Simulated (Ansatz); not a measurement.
# Si3N4 (Fd-3m): G0W0 under other settings

A base run on Si3N4 (Fd-3m), then changed inputs.

Main program and level: Ansatz 0.2.0; G0W0 on PBE, plane waves, PAW; PAW set soft_1.

## 1. Starting point

It takes space group Fd-3m (No. 227, cubic). Conventional cell: a = 7.787 Å, b = 7.787 Å, c = 7.787 Å, α = 90.00°, β = 90.00°, γ = 90.00°. Nearest to Si lie 6 N at 1.89 Å. Nearest to Si lie 4 N at 1.79 Å. Nearest to N lie 4 Si at 1.79 to 1.89 Å. Farther neighbours and most contacts between anions are not listed.

As a file:

```cif
data_structure
_symmetry_space_group_name_H-M 'P 1'
_symmetry_Int_Tables_number 1
_cell_length_a 5.5065
_cell_length_b 5.5065
_cell_length_c 5.5065
_cell_angle_alpha 60.000
_cell_angle_beta 60.000
_cell_angle_gamma 60.000
_cell_volume 118.07
loop_
_atom_site_label
_atom_site_type_symbol
_atom_site_fract_x
_atom_site_fract_y
_atom_site_fract_z
_atom_site_occupancy
Si1 Si 0.12500 0.12500 0.62500 1
Si2 Si 0.12500 0.62500 0.12500 1
Si3 Si 0.62500 0.12500 0.12500 1
Si4 Si 0.12500 0.12500 0.12500 1
Si5 Si 0.75000 0.75000 0.75000 1
Si6 Si 0.50000 0.50000 0.50000 1
N7 N 0.36756 0.36756 0.36756 1
N8 N 0.35269 0.88244 0.88244 1
N9 N 0.88244 0.88244 0.35269 1
N10 N 0.88244 0.35269 0.88244 1
N11 N 0.36756 0.36756 0.89731 1
N12 N 0.36756 0.89731 0.36756 1
N13 N 0.88244 0.88244 0.88244 1
N14 N 0.89731 0.36756 0.36756 1
```

The cell and positions are those that the Materials Project relaxed with its own functionals (PBE, PBE+U or r2SCAN), kept fixed. This is not the form that Si3N4 usually takes at ambient conditions.

## 2. The base run: 4×4×4 mesh, 268 empty bands, screening to 100 eV, PAW set soft_1 files

G0W0 replaces the xc potential by the self-energy, built once from these orbitals. Only a window of levels is corrected, while the sums run over the empty bands that the input names. This step takes PAW set soft_1 files.

input.yaml reads:

```yaml
crystal:
  lattice:
    - [0.0, 3.893718, 3.893718]
    - [3.893718, 0.0, 3.893718]
    - [3.893718, 3.893718, 0.0]
  atoms:
    - { symbol: Si, position: [0.125, 0.125, 0.625] }
    - { symbol: Si, position: [0.125, 0.625, 0.125] }
    - { symbol: Si, position: [0.625, 0.125, 0.125] }
    - { symbol: Si, position: [0.125, 0.125, 0.125] }
    - { symbol: Si, position: [0.75, 0.75, 0.75] }
    - { symbol: Si, position: [0.5, 0.5, 0.5] }
    - { symbol: "N", position: [0.367563, 0.367563, 0.367563] }
    - { symbol: "N", position: [0.352689, 0.882437, 0.882437] }
    - { symbol: "N", position: [0.882437, 0.882437, 0.352689] }
    - { symbol: "N", position: [0.882437, 0.352689, 0.882437] }
    - { symbol: "N", position: [0.367563, 0.367563, 0.897311] }
    - { symbol: "N", position: [0.367563, 0.897311, 0.367563] }
    - { symbol: "N", position: [0.882437, 0.882437, 0.882437] }
    - { symbol: "N", position: [0.897311, 0.367563, 0.367563] }
kpoints:
  mp_grid: { grid: [4, 4, 4] }
hamiltonian:
  xc: pbe
  pseudopotentials: { kind: paw, azcp: { folder: soft_1 } }
scf:
  occupations: { method: fixed }
gw:
  n_empty_bands: 268
  ecut_chi: 100
  qp_bands: [v4, c4]
  qp_kpoints: band_edges
  screening: { model: contour_deformation }
```

On the command line:

```
$ ansatz run input.yaml --threads 2 --pin off --max-ram 92160MiB --backend cuda --events-out ev --progress --plain --runs-dir out --devices 1 --max-vram 13GiB
```

Numbers of over 12 decimals in the logs are rounded to 6 here.

The log of the run:

```text
GPUs: using 1 of 1 available (devices: 1).
Engine: ansatz 0.2.0, x86_64-unknown-linux-gnu
Pseudopotentials: kind: paw
Pseudopotential: Si, paw, valence charge 4, recommended cutoff 420 eV (normal), soft_1/Si.paw.azcp
Pseudopotential: N, paw, valence charge 5, recommended cutoff 420 eV (normal), soft_1/N.paw.azcp
Functional definition: PBE
  parameter kappa = 0.804
  parameter beta = 0.066725
  exchange = pbe_x(kappa = kappa, mu = beta*pi^2/3)
  correlation = pbe_c(beta = beta)
device memory: the entry about to start is reckoned to put 1.8 GiB on a device that reports 49.8 GiB free (of which the cap on the GPU budget leaves the run 13.0 GiB)
GPU FFT provider: cuFFT
GPU libraries: cuBLAS 13.8.2, cuFFT 12.4.0, cuSOLVER 12.3.4
Crystal: 14 atoms, lattice volume = 118.066 Å³
Basis set: ecut = 420 eV, 2277 PW (Γ)
Bands: 46, of which v1, the nominal top of the filled ones, is band 32 counted from 1 (31 counted from 0)
Symmetry: 48 space group operations
Space group: Fd-3m (ITA 227), of the structure as read, at distance tolerance 4.9e-5 Å
k-points: 8 of 64
Non-local potential: Si, projectors of the file, l = 0: 2, l = 1: 2, l = 2: 1
Non-local potential: N, projectors of the file, l = 0: 2, l = 1: 2, l = 2: 1
PAW form: soft (Blöchl's): semilocal exchange-correlation on the pseudo side does not see the compensation charge
PAW one-centre angular grid: Si, 110 points (default); XC on 64 Gauss nodes
PAW one-centre angular grid: N, 110 points (default); XC on 64 Gauss nodes
Initial density: superposition of atomic densities (chi_scale 0.1, normalization cell, long waves kept (reshape's long-wave potential 0.00 eV rms))
Initial wavefunctions: pseudopotential atomic-orbital guess
GPU buffer pool allocated for 64000 grid points (all kernels)
GPU transforms: local potential and band sums: pruned to the plane-wave sphere, on 40×40×40
Functional: x = pbe(κ = 0.804, μ = 0.219515), c = pbe(β = 0.066725)
SCF iter   1: F=—  HF=-6908.274158 eV  |F-HF|=—  |Δ(HF+E_count)|=         —  Δρ=1.51e-1  dr2=2.78e1  ethr=3.10e-3  ⟨swp⟩=4.9  Hψ=1485  notcnv=0  defer=80
preconditioner: auto → Resta (q_TF=auto, 2.464 Å⁻¹)  ε∞=3.9  [insulator: Δε(μ)=5.373 eV  Ē_g=15.924 eV  n_scr=26 (ndim 8)  ℏωp=27.3 eV  f_vac=0.000  ε∞_Penn≈3.9]
SCF iter   2: F=—  HF=-6900.060829 eV  |F-HF|=—  |Δ(HF+E_count)|=    8.21e0  Δρ=5.02e-2  dr2=1.91e0  ethr=3.10e-3  ⟨swp⟩=4.1  Hψ=973  notcnv=0  defer=81
SCF iter   3: F=—  HF=-6899.807121 eV  |F-HF|=—  |Δ(HF+E_count)|=   2.54e-1  Δρ=2.43e-2  dr2=3.61e-1  ethr=2.98e-3  ⟨swp⟩=1.9  Hψ=390  notcnv=0  defer=91
SCF iter   4: F=—  HF=-6899.802320 eV  |F-HF|=—  |Δ(HF+E_count)|=   4.80e-3  Δρ=1.93e-3  dr2=4.49e-3  ethr=5.64e-4  ⟨swp⟩=2.1  Hψ=334  notcnv=0  defer=92
[...]
NSCF: frozen V_eff on 1 k-points
SCF converged after 8 iterations
Free energy (F): -6899.805714 eV
Harris-Foulkes:  -6899.805714 eV  (|F-HF|=4.77e-9)
Internal energy: -6899.805714 eV  (E = F + TS)
E sigma→0 (E₀):  -6899.805714 eV
Fermi energy:    10.947073 eV
--- Per-component energies (eV) ---
  E_band       = 270.911630
  E_kinetic    = 1341.760667
  E_local      = -1361.524049  (includes V_loc(G=0)·N_el)
  E_nonlocal   = 398.482525
  E_hartree    = 490.839969
  E_xc         = -831.964179
  E_vxc        = -914.288293  (∫ρ·V_xc dr)
  E_paw        = -4096.566903  (= ΣΔE_a)
  E_vpaw       = -175.206123  (= ΣTr[D̂ρ^β])
  E_aug_tail   = 0.007528  (compensation charges beyond the density's cutoff)
  E_ewald      = -2840.841273
  E_smearing   = -0.000000  (= −TS)
  E_closure    = 0.000000  (closes the sum)
  Σ components = -6899.805714   (vs F -6899.805714, Δ=0.00e0)
--- Band table (eV; the first three rows and the last of 8) ---
  k-point 0: bands = [... 28 lower, 10.8189, 10.9322, 10.9322, 10.9322, 14.3152, 14.3152, 14.3152, 15.8536, ... 10 higher]
  k-point 1: bands = [... 28 lower, 10.4851, 10.5319, 10.8349, 10.8349, 15.0582, 15.3144, 15.3144, 16.9390, ... 10 higher]
  k-point 2: bands = [... 28 lower, 10.4996, 10.4996, 10.6415, 10.6415, 15.8954, 16.7362, 16.7362, 17.2068, ... 10 higher]
  k-point 7: bands = [... 28 lower, 9.9265, 9.9265, 10.2449, 10.2449, 17.6152, 17.6152, 18.1258, 18.1258, ... 10 higher]
--- G₀W₀: contour deformation, 6 samples at zero and on the imaginary axis and 2 off it, 64 q-points, 268 empty bands' worth ---
  eigenvalues of the whole cell's RPA ε∞ on this k-mesh (on a slab, of 1 + 4πα/V) = 5.1403, 5.1403, 5.1403; static W/v taken at q = 0 is 0.194543
  bands read: the sum over 300 bands ends inside a degenerate multiplet in 2 slots, whose members it reads at an even weight; the widest, k=0: bands 300 to 302 (counted from 1) at 1/3 each
  gw.qp_kpoints: band_edges: 8 of 8 stored k-points solved, in 1 pass; an edge of the gap read off the rows below is read off those points alone
    ik  band        ε_KS         Σx   Σc(E_QP)       V_xc       Z   E_QP_lin       E_QP  E_QP is
     0    29     10.8189   -22.1159     3.4031   -18.2107  0.8013    10.3152    10.3168  root
     0    30     10.9322   -22.4872     3.3183   -18.6969  0.8034    10.4588    10.4601  root
     0    31     10.9322   -22.4872     3.3183   -18.6969  0.8034    10.4588    10.4601  root
     0    32     10.9322   -22.4872     3.3183   -18.6969  0.8034    10.4588    10.4601  root
     0    33     14.3152    -8.5822    -4.1116   -13.3914  0.8366    15.0152    15.0128  root
     0    34     14.3152    -8.5822    -4.1116   -13.3914  0.8366    15.0152    15.0128  root
     0    35     14.3152    -8.5822    -4.1116   -13.3914  0.8366    15.0152    15.0128  root
     0    36     15.8536    -9.3955    -4.4982   -14.8812  0.8311    16.8465    16.8411  root
[...]
7    33     17.6152    -8.1010    -4.6867   -13.6646  0.8201    18.4978    18.4920  root
     7    34     17.6152    -8.1010    -4.6867   -13.6646  0.8201    18.4978    18.4920  root
     7    35     18.1258    -8.3659    -4.8768   -14.2302  0.8166    19.1210    19.1133  root
     7    36     18.1258    -8.3659    -4.8768   -14.2302  0.8166    19.1210    19.1133  root
```

It took 14 s on 1 × NVIDIA H100 80GB HBM3 (shared by 6 runs) with 2 threads of AMD EPYC 7R13 (Zen 3), shared host; peak memory 1.3 GiB.

Numbers from this step:

```yaml
bands_summed: 300
rpa_eps_infinity_on_this_mesh_eigenvalues: 5.140, 5.140, 5.140
plane_waves_in_the_screening_matrix: 283
q_points_in_the_mesh: 64
g0w0_gap_on_the_mesh: 4.529 eV
k_of_the_valence_top: 0, 0.25, -0.25
k_of_the_conduction_bottom: 0, 0, 0
starting_gap_on_the_mesh: 3.368 eV
z_at_the_valence_top: 0.8028
z_at_the_conduction_bottom: 0.8366
least_direct_g0w0_gap_on_the_computed_points: 4.553 eV
```

The gap on the mesh goes from 3.37 eV to 4.53 eV, a correction of +1.16 eV. Between the two edge states, bare exchange in place of the xc potential would open the gap by 8.60 eV, and correlation takes back 7.44 eV.

## 3. Variant: potentials

Other atomic data (norm-conserving) test the pseudisation: the cutoff goes from 420 to 1240 eV, with the same valence electrons.

This step: G0W0 on PBE, plane waves, norm-conserving pseudopotentials.

Edit input.yaml of step 2 so:

```diff
@@ -24,3 +24,3 @@
   xc: pbe
-  pseudopotentials: { kind: paw, azcp: { folder: soft_1 } }
+  pseudopotentials: { kind: nc }
 scf:
```

The log of the run:

```text
GPUs: using 1 of 1 available (devices: 1).
[...]
GPU FFT provider: cuFFT
GPU libraries: cuBLAS 13.8.2, cuFFT 12.4.0, cuSOLVER 12.3.4
Crystal: 14 atoms, lattice volume = 118.066 Å³
Basis set: ecut = 1240 eV, 11647 PW (Γ)
Bands: 46, of which v1, the nominal top of the filled ones, is band 32 counted from 1 (31 counted from 0)
Symmetry: 48 space group operations
[...]
k-points: 8 of 64
[...]
GPU buffer pool allocated for 262144 grid points (all kernels)
[...]
SCF iter   1: F=—  HF=-3068.513903 eV  |F-HF|=—  |Δ(HF+E_count)|=         —  Δρ=1.58e-1  dr2=2.90e1  ethr=3.10e-3  ⟨swp⟩=5.4  Hψ=1477  notcnv=0  defer=79
[...]
SCF iter   8: F=-3059.881292 eV  HF=-3059.881292 eV  |F-HF|=2.61e-8  |Δ(HF+E_count)|=   1.10e-7  Δρ=6.12e-6  dr2=4.77e-8  ethr=1.56e-10  ⟨swp⟩=19.2  Hψ=2534  notcnv=0
SCF 1 converged in 8 iterations: F = -3059.881292 eV  dr2 = 4.77e-8
[...]
0    29     10.8358   -22.1142     3.4040   -18.2028  0.8012    10.3267    10.3284  root
     0    30     10.9550   -22.4894     3.3190   -18.6938  0.8033    10.4769    10.4783  root
     0    31     10.9550   -22.4894     3.3190   -18.6938  0.8033    10.4769    10.4783  root
     0    32     10.9550   -22.4894     3.3190   -18.6938  0.8033    10.4769    10.4783  root
     0    33     14.3252    -8.5667    -4.1130   -13.3861  0.8366    15.0340    15.0316  root
     0    34     14.3252    -8.5667    -4.1130   -13.3861  0.8366    15.0340    15.0316  root
     0    35     14.3252    -8.5667    -4.1130   -13.3861  0.8366    15.0340    15.0316  root
     0    36     15.8604    -9.3596    -4.5002   -14.8555  0.8312    16.8616    16.8561  root
[...]
7    33     17.6247    -8.0994    -4.6890   -13.6657  0.8201    18.5079    18.5020  root
     7    34     17.6247    -8.0994    -4.6890   -13.6657  0.8201    18.5079    18.5020  root
     7    35     18.1360    -8.3592    -4.8797   -14.2277  0.8166    19.1325    19.1247  root
     7    36     18.1360    -8.3592    -4.8797   -14.2277  0.8166    19.1325    19.1247  root
[key lines of the parts left out:]
SCF converged after 8 iterations
Free energy (F): -3059.881292 eV
Fermi energy:    10.966490 eV
```

Run time: 52 s. Hardware: 1 × NVIDIA H100 80GB HBM3 (shared by 6 runs) with 2 threads; peak memory 1.8 GiB.

The G0W0 gap on the mesh is 4.534 eV.

Against the base:

```csv
setting,base,variant
files,PAW set soft_1,norm-conserving
```

```csv
quantity,variant,base
starting gap on the mesh,3.359,3.368
G0W0 gap on the mesh,4.534,4.529
least direct G0W0 gap on the computed points,4.553,4.553
Z at the valence top,0.803,0.803
Z at the conduction bottom,0.837,0.837
```

## 4. Variant: potentials

This step: G0W0 on PBE, plane waves, PAW.

Edit input.yaml of step 3 so:

```diff
@@ -24,3 +24,3 @@
   xc: pbe
-  pseudopotentials: { kind: nc }
+  pseudopotentials: { kind: paw, source: ansatz }
 scf:
```

The log of the run:

```text
GPUs: using 1 of 1 available (devices: 1).
[...]
GPU FFT provider: cuFFT
GPU libraries: cuBLAS 13.8.2, cuFFT 12.4.0, cuSOLVER 12.3.4
Crystal: 14 atoms, lattice volume = 118.066 Å³
Basis set: ecut = 870 eV, 6855 PW (Γ)
Bands: 46, of which v1, the nominal top of the filled ones, is band 32 counted from 1 (31 counted from 0)
Symmetry: 48 space group operations
[...]
k-points: 8 of 64
[...]
GPU buffer pool allocated for 157464 grid points (all kernels)
[...]
SCF iter   1: F=—  HF=-6907.513477 eV  |F-HF|=—  |Δ(HF+E_count)|=         —  Δρ=1.59e-1  dr2=2.91e1  ethr=3.10e-3  ⟨swp⟩=5.5  Hψ=1748  notcnv=0  defer=79
[...]
SCF iter   8: F=-6899.269894 eV  HF=-6899.269894 eV  |F-HF|=2.63e-9  |Δ(HF+E_count)|=   1.39e-7  Δρ=2.25e-6  dr2=4.70e-9  ethr=1.56e-10  ⟨swp⟩=18.9  Hψ=2492  notcnv=0
SCF 1 converged in 8 iterations: F = -6899.269894 eV  dr2 = 4.70e-9
[...]
0    29     10.8290   -22.0572     3.3954   -18.1834  0.8011    10.3491    10.3505  root
     0    30     10.9411   -22.4778     3.3150   -18.6912  0.8032    10.4680    10.4694  root
     0    31     10.9411   -22.4778     3.3150   -18.6912  0.8032    10.4680    10.4694  root
     0    32     10.9411   -22.4778     3.3150   -18.6912  0.8032    10.4680    10.4694  root
     0    33     14.3156    -8.5144    -4.1242   -13.3598  0.8364    15.0394    15.0368  root
     0    34     14.3156    -8.5144    -4.1242   -13.3598  0.8364    15.0394    15.0368  root
     0    35     14.3156    -8.5144    -4.1242   -13.3598  0.8364    15.0394    15.0368  root
     0    36     15.8620    -9.2641    -4.5189   -14.8161  0.8308    16.9012    16.8952  root
[...]
7    33     17.6241    -7.9804    -4.7113   -13.6064  0.8197    18.5452    18.5388  root
     7    34     17.6241    -7.9804    -4.7113   -13.6064  0.8197    18.5452    18.5388  root
     7    35     18.1346    -8.2492    -4.9004   -14.1788  0.8163    19.1724    19.1639  root
     7    36     18.1346    -8.2492    -4.9004   -14.1788  0.8163    19.1724    19.1639  root
[key lines of the parts left out:]
SCF converged after 8 iterations
Free energy (F): -6899.269894 eV
Fermi energy:    10.957009 eV
```

Wall time 27 s (1 × NVIDIA H100 80GB HBM3 (shared by 6 runs) with 2 threads); peak memory 1.6 GiB; 31 s of CPU time.

The G0W0 gap on the mesh is 4.526 eV.

Against the base:

```csv
setting,base,variant
files,PAW set soft_1,hard PAW
```

```csv
quantity,variant,base
starting gap on the mesh,3.359,3.368
G0W0 gap on the mesh,4.526,4.529
least direct G0W0 gap on the computed points,4.567,4.553
Z at the valence top,0.803,0.803
Z at the conduction bottom,0.836,0.837
```

## 5. Variant: frequency model

A plasmon pole stands in for the full frequency dependence of the screening; this run shows what that costs in accuracy.

This step: G0W0 on PBE, plane waves, PAW; PAW set soft_1.

Edit input.yaml of step 4 so:

```diff
@@ -24,3 +24,3 @@
   xc: pbe
-  pseudopotentials: { kind: paw, source: ansatz }
+  pseudopotentials: { kind: paw, azcp: { folder: soft_1 } }
 scf:
@@ -32,2 +32,2 @@
   qp_kpoints: band_edges
-  screening: { model: contour_deformation }
+  screening: { model: godby_needs }
```

The log of the run:

```text
GPUs: using 1 of 1 available (devices: 1).
[...]
GPU FFT provider: cuFFT
GPU libraries: cuBLAS 13.8.2, cuFFT 12.4.0, cuSOLVER 12.3.4
Crystal: 14 atoms, lattice volume = 118.066 Å³
Basis set: ecut = 420 eV, 2277 PW (Γ)
Bands: 46, of which v1, the nominal top of the filled ones, is band 32 counted from 1 (31 counted from 0)
Symmetry: 48 space group operations
[...]
k-points: 8 of 64
[...]
GPU buffer pool allocated for 64000 grid points (all kernels)
[...]
SCF iter   1: F=—  HF=-6908.274158 eV  |F-HF|=—  |Δ(HF+E_count)|=         —  Δρ=1.51e-1  dr2=2.78e1  ethr=3.10e-3  ⟨swp⟩=4.9  Hψ=1485  notcnv=0  defer=80
[...]
SCF iter   8: F=-6899.805714 eV  HF=-6899.805714 eV  |F-HF|=4.77e-9  |Δ(HF+E_count)|=   1.06e-7  Δρ=2.44e-6  dr2=5.43e-9  ethr=1.56e-10  ⟨swp⟩=17.8  Hψ=2292  notcnv=0
SCF 1 converged in 8 iterations: F = -6899.805714 eV  dr2 = 5.43e-9
[...]
0    29     10.8189   -22.1159     3.4380   -18.2107  0.8075    10.3507    10.3517  root
     0    30     10.9322   -22.4872     3.3562   -18.6969  0.8091    10.4972    10.4980  root
     0    31     10.9322   -22.4872     3.3562   -18.6969  0.8091    10.4972    10.4980  root
     0    32     10.9322   -22.4872     3.3562   -18.6969  0.8091    10.4972    10.4980  root
     0    33     14.3152    -8.5822    -4.1043   -13.3914  0.8408    15.0218    15.0200  root
     0    34     14.3152    -8.5822    -4.1043   -13.3914  0.8408    15.0218    15.0200  root
     0    35     14.3152    -8.5822    -4.1043   -13.3914  0.8408    15.0218    15.0200  root
     0    36     15.8536    -9.3955    -4.4894   -14.8812  0.8358    16.8539    16.8499  root
[...]
7    33     17.6152    -8.1010    -4.6569   -13.6646  0.8294    18.5252    18.5218  root
     7    34     17.6152    -8.1010    -4.6569   -13.6646  0.8294    18.5252    18.5218  root
     7    35     18.1258    -8.3659    -4.8417   -14.2302  0.8270    19.1531    19.1483  root
     7    36     18.1258    -8.3659    -4.8417   -14.2302  0.8270    19.1531    19.1483  root
[key lines of the parts left out:]
SCF converged after 8 iterations
Free energy (F): -6899.805714 eV
Fermi energy:    10.947073 eV
```

It took 21 s on 1 × NVIDIA H100 80GB HBM3 (shared by 6 runs) with 2 threads; peak memory 1.7 GiB.

The G0W0 gap on the mesh is 4.498 eV.

Against the base:

```csv
setting,base,variant
frequency model,contour deformation,plasmon pole
```

```csv
quantity,variant,base
starting gap on the mesh,3.368,3.368
G0W0 gap on the mesh,4.498,4.529
least direct G0W0 gap on the computed points,4.522,4.553
Z at the valence top,0.809,0.803
Z at the conduction bottom,0.841,0.837
```

## 6. Outcome

```
base            : 4.53 eV, 14 s
potentials      : 4.53 eV, 52 s
potentials      : 4.53 eV, 27 s
frequency model : 4.50 eV, 21 s
```

In words: Potentials: the gap moves by +0.005 eV and the time by a factor of 3.6 (the plane-wave cutoff goes from 420 to 1240 eV). Potentials: the gap moves by −0.004 eV (the plane-wave cutoff goes from 420 to 870 eV). Frequency model: the gap moves by −0.03 eV. All runs here use a coarse mesh and modest cutoffs; they test settings and are not final values.

[Paths, hosts, dates, memory and timing lines, banners, echoed tables and standing remarks are left out of the program output.]

[Logs are printed without paths, hosts, clocks, repeated set-up lines and the standing remarks that a program may print on its own settings, such as how far it seeks lower states.]

[Runs of the session that timed out or met a known fault of the program may be left out.]

[Cells called generated may have been cut or substituted from an entry of the Crystallography Open Database or the Materials Project.]

[Hosts, paths, dates, database ids (printed as entryN), source tags and the programs' standing remarks are cut or masked in the printed files.]
